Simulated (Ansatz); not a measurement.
# Bands, cutoff and cost in G0W0 for Diamond (Fd-3m, 2 atoms a cell), part 2 of 2

Wanted: a G0W0 gap for Diamond (Fd-3m, 2 atoms a cell) that is converged in bands and cutoff, or an estimate of the limit.

Ansatz 0.2.0; G0W0 on PBE, plane waves, PAW; PAW set soft_1. Known limits of the many-body steps: not at the basis limit; coarse k mesh.

So far. Step 4 (72 empty bands, screening to 200 eV): Against the run with 8×8×8 mesh, 33 empty bands, screening to 120 eV, PAW set soft_1 files, the gap moves by +0.14 eV. Step 5 (Changing the k mesh: 6×6×6 mesh, 33 empty bands …): Against the run with 8×8×8 mesh, 33 empty bands, screening to 120 eV, PAW set soft_1 files, the gap moves by +0.06 eV. A band edge is found at another k point on this mesh.

## Step 6: Changing the frequency model: 8×8×8 mesh, 33 empty bands, screening to 120 eV, plasmon pole, PAW set soft_1 files

A plasmon pole stands in for the full frequency dependence of the screening; this run shows what that costs in accuracy.

Input file input.yaml:

```yaml
crystal:
  lattice:
    - [0.0, 1.78337, 1.78337]
    - [1.78337, 0.0, 1.78337]
    - [1.78337, 1.78337, 0.0]
  atoms:
    - { symbol: C, position: [0.0, 0.0, 0.0] }
    - { symbol: C, position: [0.25, 0.25, 0.25] }
kpoints:
  mp_grid: { grid: [8, 8, 8] }
hamiltonian:
  xc: pbe
  pseudopotentials: { kind: paw, azcp: { folder: soft_1 } }
scf:
  occupations: { method: fixed }
gw:
  n_empty_bands: 33
  ecut_chi: 120
  qp_bands: [v2, c2]
  qp_kpoints: band_edges
  screening: { model: godby_needs }
```

Launch:

```console
$ ansatz run input.yaml --threads 3 --pin off --max-ram 92160MiB --backend cuda --events-out ev --progress --plain --runs-dir out --devices 1 --max-vram 13GiB
```

Numbers of over 12 decimals in the logs are rounded to 6 here.

Log:

```text
GPUs: using 1 of 1 available (devices: 1).
[...]
GPU FFT provider: cuFFT
GPU libraries: cuBLAS 13.8.2, cuFFT 12.4.0, cuSOLVER 12.3.4
Crystal: 2 atoms, lattice volume = 11.344 Å³
Basis set: ecut = 420 eV, 229 PW (Γ)
Bands: 8, of which v1, the nominal top of the filled ones, is band 4 counted from 1 (3 counted from 0)
Symmetry: 48 space group operations
[...]
k-points: 29 of 512
[...]
1     6     19.7965   -10.1919    -5.0806   -16.5994  0.8316    21.1294    21.1235  root
[...]
28     3      5.0186   -20.7255     4.2560   -15.4497  0.8171     4.0067     3.9989  root
    28     4      5.0186   -20.7255     4.2560   -15.4497  0.8171     4.0067     3.9989  root
    28     5     23.9675    -7.7279    -6.0064   -14.8953  0.8333    25.1420    25.1285  root
    28     6     23.9675    -7.7279    -6.0064   -14.8953  0.8333    25.1420    25.1285  root
[key lines of the parts left out:]
SCF converged after 5 iterations
Free energy (F): -501.613649 eV
Fermi energy:    13.347481 eV
```

Wall time 19 s (1 × NVIDIA H100 80GB HBM3 (shared by 6 runs) with 3 threads of AMD EPYC 7R13 (Zen 3), shared host); peak memory 0.93 GiB; 16 s of CPU time.

Numbers from this step:

- bands summed: 37
- plasmon-pole fit frequency: 31.18 eV
- RPA ε∞ on this mesh (eigenvalues): 5.772, 5.772, 5.772
- plane waves in the screening matrix: 27
- G0W0 gap on the mesh: 5.308 eV
- k of the valence top: 0, 0, 0
- k of the conduction bottom: 0, 0.375, 0.375
- starting gap on the mesh: 4.141 eV
- least direct G0W0 gap on the computed points: 7.216 eV

Against the run with 8×8×8 mesh, 33 empty bands, screening to 120 eV, PAW set soft_1 files, the gap moves by −0.02 eV.

## Step 7: Changing the files: 8×8×8 mesh, 33 empty bands, screening to 120 eV, hard PAW files

Other atomic data (hard PAW) test the pseudisation: the cutoff goes from 420 to 820 eV, with the same valence electrons.

This step: G0W0 on PBE, plane waves, PAW.

input.yaml, the sections that differ from step 6:

```yaml
hamiltonian:
  xc: pbe
  pseudopotentials: { kind: paw, source: ansatz }
gw:
  n_empty_bands: 33
  ecut_chi: 120
  qp_bands: [v2, c2]
  qp_kpoints: band_edges
  screening: { model: contour_deformation }
# crystal, kpoints, scf: as in step 6
```

Log:

```text
GPUs: using 1 of 1 available (devices: 1).
[...]
GPU FFT provider: cuFFT
GPU libraries: cuBLAS 13.8.2, cuFFT 12.4.0, cuSOLVER 12.3.4
Crystal: 2 atoms, lattice volume = 11.344 Å³
Basis set: ecut = 820 eV, 609 PW (Γ)
Bands: 8, of which v1, the nominal top of the filled ones, is band 4 counted from 1 (3 counted from 0)
Symmetry: 48 space group operations
[...]
k-points: 29 of 512
[...]
1     6     19.8158   -10.1984    -5.1124   -16.6138  0.8268    21.1269    21.1188  root
[...]
28     3      5.0419   -20.7179     4.3011   -15.4399  0.7905     4.0558     4.0650  root
    28     4      5.0419   -20.7179     4.3011   -15.4399  0.7905     4.0558     4.0650  root
    28     5     23.9863    -7.7314    -6.0547   -14.9062  0.8196    25.1155    25.1064  root
    28     6     23.9863    -7.7314    -6.0547   -14.9062  0.8196    25.1155    25.1064  root
[key lines of the parts left out:]
SCF converged after 5 iterations
Free energy (F): -501.619008 eV
Fermi energy:    13.359610 eV
```

Wall time 24 s (1 × NVIDIA H100 80GB HBM3 (shared by 6 runs) with 3 threads); peak memory 0.96 GiB; 19 s of CPU time.

This step gave:

```
bands summed                                 : 37
RPA ε∞ on this mesh (eigenvalues)            : 5.771, 5.771, 5.771
plane waves in the screening matrix          : 27
G0W0 gap on the mesh                         : 5.328 eV
k of the valence top                         : 0, 0, 0
k of the conduction bottom                   : 0, 0.375, 0.375
starting gap on the mesh                     : 4.137 eV
least direct G0W0 gap on the computed points : 7.234 eV
```

Against the run with 8×8×8 mesh, 33 empty bands, screening to 120 eV, PAW set soft_1 files, the gap moves by −0.002 eV.

## Step 8: Side by side

Times are wall times on 1 × NVIDIA H100 80GB HBM3 (shared by 6 runs) with 3 threads of AMD EPYC 7R13 (Zen 3), shared host, good to a factor of about two.

```
 mesh           files            frequency  bands summed  cutoff (eV)  start (eV)  G0W0 (eV)   time  host memory (GiB)
8×8×8  PAW set soft_1  contour deformation            16           60       4.141      5.062   17 s               0.93
8×8×8  PAW set soft_1  contour deformation            37          120       4.141      5.330   14 s               0.96
8×8×8  PAW set soft_1  contour deformation            76          200       4.141      5.472   17 s               0.96
6×6×6  PAW set soft_1  contour deformation            37          120       4.159      5.389  9.9 s               0.96
8×8×8  PAW set soft_1         plasmon pole            37          120       4.141      5.308   19 s               0.93
8×8×8        hard PAW  contour deformation            37          120       4.137      5.328   24 s               0.96
```

The parts of the quasiparticle energy at the two band edges (eV; QP = start + Σx + Σc − Vxc):

| run | edge | start | Σx | Σc | Vxc | Z | QP |
| --- | --- | --- | --- | --- | --- | --- | --- |
| 16 bands | valence top | 13.35 | -20.09 | 2.70 | -17.77 | 0.84 | 13.73 |
| 16 bands | conduction bottom | 17.49 | -9.61 | -4.18 | -15.09 | 0.85 | 18.79 |
| 37 bands | valence top | 13.35 | -20.09 | 1.94 | -17.77 | 0.83 | 12.96 |
| 37 bands | conduction bottom | 17.49 | -9.61 | -4.67 | -15.09 | 0.84 | 18.29 |
| 76 bands | valence top | 13.35 | -20.09 | 1.55 | -17.77 | 0.83 | 12.58 |
| 76 bands | conduction bottom | 17.49 | -9.61 | -4.92 | -15.09 | 0.84 | 18.05 |

## Step 9: Results

```json
{
  "16 bands, 60 eV": "5.062 eV",
  "37 bands, 120 eV": "5.330 eV",
  "76 bands, 200 eV": "5.472 eV",
  "estimated limit in bands and cutoff": "5.61 eV",
  "mesh and start": "8×8×8, PBE"
}
```

A line in one over the bands through the two highest rungs gives 5.61 eV, +0.13 eV from the top rung; the pair below gives 5.53 eV, so the estimate is still climbing. The rungs stand 0.54 eV (16 bands), 0.28 eV (37 bands) and 0.13 eV (76 bands) from it. From 16 to 76 bands the gap moves by +0.41 eV. Σc changes by −1.15 eV at the valence top and −0.74 eV at the conduction bottom, so the levels themselves move more than the gap between them. On the 6×6×6 mesh in place of 8×8×8 the gap differs by +0.06 eV, of which +0.02 eV is already in the start. The plasmon-pole model gives −0.02 eV against contour deformation, 2 % of the correction, and saved no time in this program. Hard PAW files move the gap by −0.002 eV at equal bands and cutoff, −0.004 eV of it in the start.

[Paths, hosts, dates, memory and timing lines, banners, echoed tables and standing remarks are left out of the program output.]

[Logs are printed without paths, hosts, clocks, repeated set-up lines and the standing remarks that a program may print on its own settings, such as how far it seeks lower states.]

[Runs of the session that timed out or met a known fault of the program may be left out.]

[Cells called generated may have been cut or substituted from an entry of the Crystallography Open Database or the Materials Project.]

[Hosts, paths, dates, database ids (printed as entryN), source tags and the programs' standing remarks are cut or masked in the printed files.]
